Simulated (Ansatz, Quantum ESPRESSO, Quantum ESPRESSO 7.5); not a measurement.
# 1T-MgI2, 1 layer: biaxial strain by an ASE script

Aim: band edges, gap and stiffness of 1T-MgI2, 1 layer under biaxial strain.

Method: plane-wave DFT, PBE, GBRV ultrasoft pseudopotentials (geometry by Ansatz 0.2.0 with PAW datasets; geometry under PBE), in Quantum ESPRESSO 7.5.

## Step 1: The starting structure

The cell holds 3 atoms: 2 I and 1 Mg. Cell: a = 4.200 Å, b = 4.200 Å, c = 17.592 Å, α = 90.0°, β = 90.0°, γ = 120.0°. It derives from MgI2. Vacuum lies along c.

## Step 2: Geometry from Ansatz

The geometry comes first, from a plane-wave PAW code, so that the later runs on this slab share one structure.

Contents of input.yaml:

```yaml
crystal:
  lattice:
    - [4.2, 0.0, 0.0]
    - [-2.1, 3.6373066959, 0.0]
    - [0.0, 0.0, 17.5921035859]
  atoms:
    - { symbol: I, position: [0.6666666667, 0.3333333333, 0.4263276397] }
    - { symbol: Mg, position: [0.0, 0.0, 0.5] }
    - { symbol: I, position: [0.3333333333, 0.6666666667, 0.5736723603] }
kpoints:
  mp_grid: { grid: [6, 6, 1] }
hamiltonian:
  xc: pbe
scf:
  occupations: { method: fermi_dirac, width: 0.05 }
  convergence: { dr2_threshold: 1.0e-08 }
efield:
  axis: 3
  dipole_correction: true
  ramp_position: 0.97
  ramp_width: 0.04
relax:
  f_tol: 0.01
  cell: { fix: [c, alpha, beta] }
output:
  write_potential: true
  write_density: true
  volumetric_format: npy
```

On the command line:

```sh
ansatz run input.yaml --threads 4 --pin off --max-ram 8192MiB --backend cpu --events-out ev --progress --plain --runs-dir out
```

Numbers of over 12 decimals in the logs are rounded to 6 here.

The program printed:

```text
Warning: relax.cell: scf.convergence.dr2_threshold = 1e-8 eV is looser than the 3e-10 eV advised for a relaxation that steers and ends on the stress (1e-10 eV for each atom of the cell: 3). What an SCF threshold leaves in a stress goes as its square root, and in the free energy as the threshold itself, and one threshold admits the most on a small cell: [figures from the program's tests cut] Set scf.convergence.dr2_threshold to 3e-10 eV or tighter. The threshold is an SCF's pass mark: one that does not reach it within its budget of iterations ends unconverged, or closes short of it on a stop that the run arms, and scf.convergence.dr2_threshold's page says what that costs each kind of run
Engine: ansatz 0.2.0, aarch64-unknown-linux-gnu
Pseudopotentials: kind: paw
Pseudopotential: I, paw, valence charge 17, recommended cutoff 420 eV (normal), I.paw.azcp
Pseudopotential: Mg, paw, valence charge 10, recommended cutoff 420 eV (normal), Mg.paw.azcp
Functional definition: PBE
  parameter kappa = 0.804
  parameter beta = 0.066725
  exchange = pbe_x(kappa = kappa, mu = beta*pi^2/3)
  correlation = pbe_c(beta = beta)
Crystal: 3 atoms, lattice volume = 268.749 Å³
Basis set: ecut = 420 eV, 5165 PW (Γ), exchange–correlation on 60×60×240 points (8 copies of the dense FFT grid, shifted against one another)
Bands: 27, of which v1, the nominal top of the filled ones, is band 22 counted from 1 (21 counted from 0)
Symmetry: 6 space group operations
k-points: 7 of 36 (time reversal used)
Non-local potential: I, projectors of the file, l = 0: 2, l = 1: 2, l = 2: 2, l = 3: 2
Non-local potential: Mg, projectors of the file, l = 0: 3, l = 1: 2, l = 2: 1
PAW form: soft (Blöchl's): semilocal exchange-correlation on the pseudo side does not see the compensation charge
PAW one-centre angular grid: I, 590 points (default); XC on 64 Gauss nodes
PAW one-centre angular grid: Mg, 110 points (default); XC on 64 Gauss nodes
Initial density: superposition of atomic densities (neutral atoms: chi_scale 0, normalization atom), corrected by the library's trained network
Initial wavefunctions: pseudopotential atomic-orbital guess
Functional: x = pbe(κ = 0.804, μ = 0.219515), c = pbe(β = 0.066725)
SCF iter   1: F=—  HF=-16951.976274 eV  |F-HF|=—  |Δ(HF+E_count)|=         —  Δρ=4.72e-4  dr2=8.99e-4  ethr=1.77e-3  p=0.001 e·Å  D=4.05e-4 V/Å  ΔV_dip=-0.01 eV  dr2_dipole=9.19e-7  V_vac-E_F(+/−)=4.62/4.63 eV  ⟨swp⟩=14.3  Hψ=1178  notcnv=0
efield: sawtooth ramp at fractional position 0.9700 (set: `efield.ramp_position`, or a place that a band, a saddle search or an elastic batch's reference lends), width 0.0400; the density the first Hamiltonian is built on has a dipole p = 0.001 e·Å; the dipole correction subtracts the counter field D = 4.05e-4 V/Å, which shifts the + side's vacuum level by -0.01 eV against the − side's; the planar-averaged density in the ramp window peaks in size at 5.5e-5 e/Å³
preconditioner: auto → Resta (q_TF=auto, 2.018 Å⁻¹)  ε∞=1.7  [insulator: Δε(μ)=3.536 eV  Ē_g=10.472 eV  σ=0.050 eV  W_gap=1.00  n_scr=40 (ndim 8)  ℏωp=9.1 eV  f_vac=0.650  D(μ)=0.00/eV (n_scr^D=0)  ε∞_Penn≈1.7  vacuum switching on, ρ_ref=8.0e-3 e/Å³]
SCF iter   2: F=—  HF=-16951.977434 eV  |F-HF|=—  |Δ(HF+E_count)|=   1.16e-3  Δρ=3.28e-4  dr2=9.80e-4  ethr=2.04e-6  p=-0.000 e·Å  D=-7.53e-6 V/Å  ΔV_dip=0.00 eV  dr2_dipole=2.37e-7  V_vac-E_F(+/−)=4.56/4.56 eV  ⟨swp⟩=3.3  Hψ=458  notcnv=0  defer=6
SCF iter   3: F=—  HF=-16951.977592 eV  |F-HF|=—  |Δ(HF+E_count)|=   1.57e-4  Δρ=1.75e-4  dr2=8.64e-5  ethr=2.04e-6  p=0.000 e·Å  D=1.14e-4 V/Å  ΔV_dip=-0.00 eV  dr2_dipole=7.37e-8  V_vac-E_F(+/−)=4.51/4.51 eV  ⟨swp⟩=2.0  Hψ=243  notcnv=0  defer=6
SCF iter   4: F=—  HF=-16951.977825 eV  |F-HF|=—  |Δ(HF+E_count)|=   2.33e-4  Δρ=6.56e-5  dr2=3.22e-5  ethr=1.96e-7  p=0.000 e·Å  D=1.48e-6 V/Å  ΔV_dip=-0.00 eV  dr2_dipole=6.04e-11  V_vac-E_F(+/−)=4.48/4.48 eV  ⟨swp⟩=2.1  Hψ=255  notcnv=0  defer=6
SCF iter   5: F=—  HF=-16951.977844 eV  |F-HF|=—  |Δ(HF+E_count)|=   1.89e-5  Δρ=2.73e-5  dr2=9.72e-6  ethr=7.33e-8  p=0.000 e·Å  D=8.13e-5 V/Å  ΔV_dip=-0.00 eV  dr2_dipole=1.42e-7  V_vac-E_F(+/−)=4.47/4.47 eV  ⟨swp⟩=2.3  Hψ=238  notcnv=0  defer=6
SCF iter   6: F=—  HF=-16951.977759 eV  |F-HF|=—  |Δ(HF+E_count)|=   8.48e-5  Δρ=1.36e-5  dr2=2.48e-6  ethr=2.21e-8  p=-0.000 e·Å  D=-4.97e-5 V/Å  ΔV_dip=0.00 eV  dr2_dipole=3.57e-8  V_vac-E_F(+/−)=4.47/4.47 eV  ⟨swp⟩=2.0  Hψ=221  notcnv=0  defer=7
SCF iter   7: F=—  HF=-16951.977759 eV  |F-HF|=—  |Δ(HF+E_count)|=   1.63e-7  Δρ=3.72e-6  dr2=1.64e-7  ethr=5.65e-9  p=0.000 e·Å  D=6.99e-7 V/Å  ΔV_dip=-0.00 eV  dr2_dipole=5.35e-10  V_vac-E_F(+/−)=4.47/4.47 eV  ⟨swp⟩=2.0  Hψ=230  notcnv=0  defer=7
SCF iter   8: F=-16951.977759 eV  HF=-16951.977759 eV  |F-HF|=5.40e-9  |Δ(HF+E_count)|=   9.76e-8  Δρ=4.78e-7  dr2=1.96e-9  ethr=2.27e-11  p=-0.000 e·Å  D=-4.55e-6 V/Å  ΔV_dip=0.00 eV  dr2_dipole=3.08e-12  V_vac-E_F(+/−)=4.47/4.47 eV  ⟨swp⟩=8.1  Hψ=1219  notcnv=0
SCF 1 converged in 8 iterations: F = -16951.977759 eV  dr2 = 1.96e-9
  greatest PAW one-centre occupation: 1.000 electrons in one spin orbital (limit 2), on the Mg atom at site 1 (counted from 0), in its partial waves of l = 0
relax step   1: F+E_penalty+E_count = -16951.97775932 eV  Δ(F+E_penalty+E_count) = +0.000e0 eV  max|allowed force component| = 2.409e0 eV/Å  Δτ_max = 0.0000 Å  P = +3.150 GPa  Ω = 268.749 Å³  fix = [c, alpha, beta]  reactions: c +3.722 GPa  (8 SCF iters, accepted)
Crystal: 3 atoms, lattice volume = 272.674 Å³
Basis set: ecut = 420 eV, 5297 PW (Γ), exchange–correlation on 60×60×240 points (8 copies of the dense FFT grid, shifted against one another)
Initial density: handed on by an earlier stage of this run
Initial wavefunctions: those handed on with the density
iter 1 solved again at ethr=9.15e-5 eV; its pass at ethr=3.10e-3 eV (dr2=4.03e-2 eV) is discarded
SCF iter   1: F=—  HF=-16952.665645 eV  |F-HF|=—  |Δ(HF+E_count)|=         —  Δρ=3.29e-3  dr2=3.71e-2  ethr=9.15e-5  p=0.000 e·Å  D=1.61e-5 V/Å  ΔV_dip=-0.00 eV  dr2_dipole=4.04e-10  V_vac-E_F(+/−)=4.60/4.60 eV  ⟨swp⟩=1.9  Hψ=1313  notcnv=0
[...]
SCF iter   7: F=—  HF=-16952.807382 eV  |F-HF|=—  |Δ(HF+E_count)|=   2.49e-8  Δρ=1.62e-6  dr2=2.42e-8  ethr=2.27e-11  p=-0.000 e·Å  D=-2.90e-5 V/Å  ΔV_dip=0.00 eV  dr2_dipole=8.50e-9  V_vac-E_F(+/−)=4.64/4.64 eV  ⟨swp⟩=10.0  Hψ=1151  notcnv=0
SCF iter   8: F=-16952.807382 eV  HF=-16952.807382 eV  |F-HF|=5.46e-10  |Δ(HF+E_count)|=   2.00e-9  Δρ=5.86e-7  dr2=8.56e-10  ethr=2.27e-11  p=-0.000 e·Å  D=-7.09e-6 V/Å  ΔV_dip=0.00 eV  dr2_dipole=3.50e-11  V_vac-E_F(+/−)=4.64/4.64 eV  ⟨swp⟩=7.1  Hψ=1057  notcnv=0
SCF 3 converged in 8 iterations: F = -16952.807382 eV  dr2 = 8.56e-10
relax step   3: F+E_penalty+E_count = -16952.80738211 eV  Δ(F+E_penalty+E_count) = -1.488e-1 eV  max|allowed force component| = 1.902e-1 eV/Å  Δτ_max = 0.1430 Å  P = +0.233 GPa  Ω = 269.651 Å³  energy of the carried Pulay correction = -2.950e-5 eV  fix = [c, alpha, beta]  reactions: c +0.370 GPa  (8 SCF iters, accepted)
[...]
relax step   4: F+E_penalty+E_count = -16952.81458559 eV  Δ(F+E_penalty+E_count) = -7.203e-3 eV  max|allowed force component| = 2.076e-2 eV/Å  Δτ_max = 0.0366 Å  P = +0.043 GPa  Ω = 268.881 Å³  energy of the carried Pulay correction = -4.311e-6 eV  fix = [c, alpha, beta]  reactions: c +0.041 GPa  (6 SCF iters, accepted)
[...]
relax step   5: F+E_penalty+E_count = -16952.81470159 eV  Δ(F+E_penalty+E_count) = -1.160e-4 eV  max|allowed force component| = 1.742e-3 eV/Å  Δτ_max = 0.0033 Å  P = +0.013 GPa  Ω = 269.152 Å³  energy of the carried Pulay correction = -1.320e-5 eV  fix = [c, alpha, beta]  reactions: c +0.004 GPa  (5 SCF iters, accepted)
Initial wavefunctions: pseudopotential atomic-orbital guess (no wavefunctions were taken with the density)
iter 1 solved again at ethr=5.02e-6 eV; its pass at ethr=3.10e-3 eV (dr2=2.21e-3 eV) is discarded
SCF iter   1: F=—  HF=-16952.813145 eV  |F-HF|=—  |Δ(HF+E_count)|=         —  Δρ=7.41e-5  dr2=3.14e-7  ethr=5.02e-6  p=-0.000 e·Å  D=-1.06e-5 V/Å  ΔV_dip=0.00 eV  dr2_dipole=9.56e-11  V_vac-E_F(+/−)=4.63/4.63 eV  ⟨swp⟩=3.0  Hψ=1530  notcnv=0
efield: sawtooth ramp at fractional position 0.9700 (set: `efield.ramp_position`, or a place that a band, a saddle search or an elastic batch's reference lends), width 0.0400; the density the first Hamiltonian is built on has a dipole p = -0.000 e·Å; the dipole correction subtracts the counter field D = -1.06e-5 V/Å, which shifts the + side's vacuum level by +0.00 eV against the − side's; the planar-averaged density in the ramp window peaks in size at 1.2e-5 e/Å³
eigensolver tolerance schedule: the retry pair's looser diagonalisation over-reported the residual by 7034.27 of it (diagonalisation noise at an unbounded share of the residual, at the tolerance the schedule requests for it); recorded, not acted on — ethr = c·dr2/N_el stays at c = 1.0e-1
preconditioner: auto → Resta (q_TF=auto, 2.017 Å⁻¹)  ε∞=1.8  [insulator: Δε(μ)=3.657 eV  Ē_g=9.916 eV  σ=0.050 eV  W_gap=1.00  n_scr=40 (ndim 8)  ℏωp=9.1 eV  f_vac=0.611  D(μ)=0.00/eV (n_scr^D=0)  ε∞_Penn≈1.8  vacuum switching on, ρ_ref=7.1e-3 e/Å³]
SCF iter   2: F=—  HF=-16952.814152 eV  |F-HF|=—  |Δ(HF+E_count)|=   1.01e-3  Δρ=3.71e-5  dr2=8.62e-8  ethr=7.13e-10  p=-0.000 e·Å  D=-7.39e-6 V/Å  ΔV_dip=0.00 eV  dr2_dipole=1.95e-11  V_vac-E_F(+/−)=4.63/4.63 eV  ⟨swp⟩=4.0  Hψ=512  notcnv=0
SCF iter   3: F=—  HF=-16952.814696 eV  |F-HF|=—  |Δ(HF+E_count)|=   5.44e-4  Δρ=3.78e-6  dr2=2.40e-8  ethr=1.96e-10  p=-0.000 e·Å  D=-1.17e-5 V/Å  ΔV_dip=0.00 eV  dr2_dipole=2.06e-10  V_vac-E_F(+/−)=4.63/4.63 eV  ⟨swp⟩=4.1  Hψ=431  notcnv=0
SCF iter   4: F=-16952.814713 eV  HF=-16952.814712 eV  |F-HF|=3.67e-7  |Δ(HF+E_count)|=   1.63e-5  Δρ=6.35e-7  dr2=1.49e-9  ethr=2.27e-11  p=-0.000 e·Å  D=-7.83e-6 V/Å  ΔV_dip=0.00 eV  dr2_dipole=1.01e-11  V_vac-E_F(+/−)=4.63/4.63 eV  ⟨swp⟩=14.7  Hψ=1325  notcnv=0
SCF 6 converged in 4 iterations: F = -16952.814713 eV  dr2 = 1.49e-9
relax step   6: F+E_penalty+E_count = -16952.81471266 eV  Δ(F+E_penalty+E_count) = -1.108e-5 eV  max|allowed force component| = 1.764e-3 eV/Å  Δτ_max = 0.0000 Å  P = +0.012 GPa  Ω = 269.152 Å³  fix = [c, alpha, beta]  reactions: c +0.003 GPa  stress off target by 1.69e-2 GPa on what of the cell is left free  SCF on the basis re-selected at this cell (its energy is not comparable with the rows above)  (4 SCF iters)
basis re-selected at this cell: Δ(F+E_penalty+E_count) = -1.108e-5 eV, ΔP = -0.000 GPa vs the last step (what re-selecting the basis moved, of the pressure what is left beyond the Pulay correction that the steps carried, after the strain that the cell walked since its last selection, with what the two solves' SCF thresholds leave and, on support functions, any second-order correction that the steps lacked; it is no m [...]
WARN: The input density's exchange-correlation potential varies sharply where the density is thin. Do not read a vacuum level from v_tot or v_xc, or from such a field of the output density. On a cell that repeats whose density bears no net charge and no dipole along the vacuum's axis use v_es (v_loc + v_h of the components); under efield.dipole_correction with no amplitude use v_es + v_field, which holds any external [...]
SCF converged after 4 iterations
Free energy (F): -16952.814713 eV
Harris-Foulkes:  -16952.814712 eV  (|F-HF|=3.67e-7)
Internal energy: -16952.814713 eV  (E = F + TS)
E sigma→0 (E₀):  -16952.814713 eV
Fermi energy:    -0.354345 eV
Dipole field:    D = -0.000012 V/Å  (p = -0.000017 e·Å, saw-weighted, corrected)
Work function:   Φ+ = 4.6332 eV   Φ− = 4.6330 eV
Levels:          The Fermi level and band energies are counted from a zero that moves with the ramp; work functions are not
--- Per-component energies (eV) ---
  E_band       = -1428.963324
  E_kinetic    = 453.054557
  E_local      = -21639.923864  (includes V_loc(G=0)·N_el)
  E_nonlocal   = -85.660420
  E_hartree    = 10500.831695
  E_xc         = -284.730423
  E_vxc        = -294.080587  (∫ρ·V_xc dr)
  E_paw        = -9926.410368  (= ΣΔE_a)
  E_vpaw       = -864.019300  (= ΣTr[D̂ρ^β])
  E_aug_tail   = -0.000017  (compensation charges beyond the density's cutoff)
  E_efield     = 0.000000  (sawtooth field / dipole correction)
  E_vefield    = 0.000089  (∫n·V_field dr)
  E_ewald      = 4030.024128
  E_smearing   = -0.000000  (= −TS)
  E_closure    = 0.000000  (closes the sum)
  Σ components = -16952.814713   (vs F -16952.814713, Δ=0.00e0)
--- Forces (eV/Å), atoms counted from 1 ---
  atom   1  I     -0.00000000    -0.00000000    -0.00174445
  atom   2  Mg    -0.00000000     0.00000000    -0.00001874
  atom   3  I      0.00000000     0.00000000     0.00176386
  max |Σ_I F_I| component: 6.66e-7 eV/Å
--- Stress (GPa, compression-positive) ---
        0.016893       0.000000       0.000000
        0.000000       0.016893      -0.000000
        0.000000      -0.000000       0.003411
  P = ⅓ Tr σ = 0.0124 GPa (0.124 kbar)
--- Band table (eV; the first three rows and the last of 7) ---
  k-point 0: bands = [... 18 lower, -2.4551, -2.4551, -2.1862, -2.1862, 1.8082, 2.7230, 3.8709, 3.9816, ... 1 higher]
  k-point 1: bands = [... 18 lower, -2.9113, -2.7335, -2.6343, -2.2597, 2.4414, 3.3002, 3.9538, 4.0376, ... 1 higher]
  k-point 2: bands = [... 18 lower, -3.5738, -3.1368, -2.6818, -2.4818, 1.8916, 3.3441, 3.9025, 4.8009, ... 1 higher]
  k-point 6: bands = [... 18 lower, -4.4915, -3.9883, -2.8675, -2.8675, 2.2631, 4.3372, 4.3372, 5.7606, ... 1 higher]
--- Relaxed structure (5 steps of the walk, 5 accepted, 1 SCFs on fresh bases) ---
  F+E_penalty+E_count = -16952.81471266 eV   max|allowed force component| = 1.764e-3 eV/Å   (the final SCF, on the basis selected at the relaxed cell)
  cell:  # Å, volume = 269.1521 Å³
    - [4.203148, 0, 0]
    - [-2.101574, 3.640033, 0]
    - [0, 0, 17.5921035859]
  atoms:
    - { symbol: I, position: [0.666667, 0.333333, 0.404851] }
    - { symbol: Mg, position: [0, 0, 0.500000] }
    - { symbol: I, position: [0.333333, 0.666667, 0.595149] }
```

It took 6.3 s on 4 threads of Arm Neoverse V2, shared host; peak memory 0.53 GiB.

Step by step:

| step | energy less that of the first step (eV) | largest force component (eV/Å) | pressure (GPa) | volume (Å³) |
| --- | --- | --- | --- | --- |
| 1 | 0.0000 | 2.4088 | 3.15 | 268.75 |
| 2 | -0.6808 | 0.9326 | 1.08 | 272.67 |
| 3 | -0.8296 | 0.1902 | 0.23 | 269.65 |
| 4 | -0.8368 | 0.0208 | 0.04 | 268.88 |
| 5 | -0.8369 | 0.0017 | 0.01 | 269.15 |
| 6* | -0.8370 | 0.0018 | 0.01 | 269.15 |

Relaxation steps marked * repeat the geometry before them on a plane-wave basis chosen anew for their cell, so energy and pressure can jump there.

| cell as run | before | after | change |
| --- | --- | --- | --- |
| a (Å) | 4.200 | 4.203 | +0.1 % |
| b (Å) | 4.200 | 4.203 | +0.1 % |

The atoms that moved most (Å, along periodic axes as changes of fractional coordinates times the final cell, across vacuum about the mean position):

| atom | dx | dy | dz | length |
| --- | --- | --- | --- | --- |
| I1 | 0.000 | 0.000 | -0.378 | 0.378 |
| I3 | 0.000 | 0.000 | 0.378 | 0.378 |

The relaxed structure:

```xyz
3
Lattice="4.2031 0.0000 0.0000 -2.1016 3.6400 0.0000 0.0000 0.0000 17.5921" Properties=species:S:1:pos:R:3
I     2.1016    1.2133    7.1222
Mg    0.0000    0.0000    8.7961
I     0.0000    2.4267   10.4699
```

Read from the output:

```
free energy                                                      : -16952.8147 eV
Fermi energy                                                     : -0.3543 eV
gap by band count                                                : 3.657 eV
symmetry operations                                              : 6
dipole along the normal                                          : -1.71e-5 e·Å
vacuum level at the upper face over a Fermi level inside the gap : 4.633 eV
vacuum level at the lower face over a Fermi level inside the gap : 4.633 eV
```

(Part 1 of 2 ends here.)

[Logs are printed without paths, hosts, clocks, repeated set-up lines and the standing remarks that a program may print on its own settings, such as how far it seeks lower states.]

[Hosts, paths, dates, database ids (printed as entryN), source tags and the programs' standing remarks are cut or masked in the printed files.]

[Maps of the electrostatic potential energy from Ansatz leave out the sawtooth potential of an applied field or a dipole correction, so their vacuum need not be flat; planar profiles and work functions include it.]
